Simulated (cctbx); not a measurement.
## Reading a Patterson map

Space group I4/mcm (no. 140), a = 7.4510 Å, b = 7.4510 Å, c = 13.4040 Å, α = 90.00°, β = 90.00°, γ = 90.00°, content Lu20 Nb4 Ti8.

Simulated single-crystal data (cctbx): Cu Kα, λ = 1.54184 Å, to d = 0.83 Å, 80 % of the full sphere, strongest reflection 70000 counts, noise from counting, a 2 % proportional error and a noise floor of 8 counts (s.d.); no absorption.

Patterson synthesis from sharpened amplitudes, origin scaled to 1000:

```text
Patterson group I 4/m m m
      u       v       w   height  length (A)
  0.000   0.000   0.000   1000.0     0.00
  0.000   0.000   0.274    466.4     3.68
  0.000   0.305   0.500    380.9     7.08
  0.000   0.000   0.359    218.3     4.81
  0.000   0.000   0.500    202.9     6.70
  0.151   0.346   0.369    201.5     5.70
  0.000   0.309   0.220    183.1     3.74
  0.195   0.195   0.500    182.7     7.01
  0.000   0.294   0.139    142.6     2.87
  0.144   0.354   0.000     83.2     2.85
  0.204   0.204   0.138     82.3     2.84
  0.193   0.193   0.225     81.6     3.63
  0.000   0.151   0.037     55.7     1.23
  0.150   0.350   0.250     51.8     4.39
```

**Question.** Which atom pairs make the peaks, and where is the heaviest atom?

A peak at u stands for all pairs with xi − xj = u, with weight Σ ZiZj against Σ Z² = 111416 at the origin. Peak heights follow these weights only roughly, since form factors, motion and series ripples differ, all vectors within 0.55 Å of a peak are counted as merged into it though the farther ones add only part of their weight, and F(000) is left out, which lowers the whole map:

| u | v | w | shortest length (Å) | height | 1000 ΣZiZj/ΣZ² | pairs in the cell |
| --- | --- | --- | --- | --- | --- | --- |
| 0.000 | 0.000 | 0.274 | 3.67 | 466 | 571 | 8 × Lu–Lu, 8 × Lu–Nb |
| 0.000 | 0.305 | 0.500 | 4.00 | 381 | 379 | 8 × Lu–Lu, 4 × Ti–Ti |
| 0.000 | 0.000 | 0.359 | 4.81 | 218 | 224 | 16 × Lu–Ti |
| 0.000 | 0.000 | 0.500 | 5.27 | 203 | 241 | 4 × Lu–Lu, 4 × Nb–Nb |
| 0.151 | 0.346 | 0.369 | 3.34 | 202 | 285 | 4 × Lu–Lu, 4 × Lu–Nb |
| 0.000 | 0.309 | 0.220 | 3.74 | 183 | 181 | 4 × Lu–Lu |
| 0.195 | 0.195 | 0.500 | 3.21 | 183 | 190 | 4 × Lu–Lu, 2 × Ti–Ti |
| 0.000 | 0.294 | 0.139 | 2.88 | 143 | 112 | 8 × Lu–Ti |
| 0.144 | 0.354 | 0.000 | 2.85 | 83 | 56 | 4 × Lu–Ti |
| 0.204 | 0.204 | 0.138 | 2.84 | 82 | 56 | 4 × Lu–Ti |

The table stops at ten peaks or at a height of 45, below which ripples compete. In the model behind the data Lu, the heaviest element, has 2 independent sites: (0.6532, 0.8468, 0.1415) and (1/2, 1/2, 0), up to an allowed shift of origin; the Lu–Lu vectors are differences of these positions and their symmetry mates. The whole model:

```
atom  mult.       x       y       z  Ueq (Å²)
 Lu1     16  0.6532  0.8468  0.1415    0.0074
 Lu2      4     1/2     1/2       0    0.0074
 Nb1      4     1/2     1/2     1/4    0.0104
 Ti1      8  0.1371  0.3629       0    0.0126
```

The model is made up (kin elements in a known structure type, no relaxation), so it says nothing on whether the phase exists.

[Logs are printed without paths, hosts, clocks, repeated set-up lines and the standing remarks that a program may print on its own settings, such as how far it seeks lower states.]
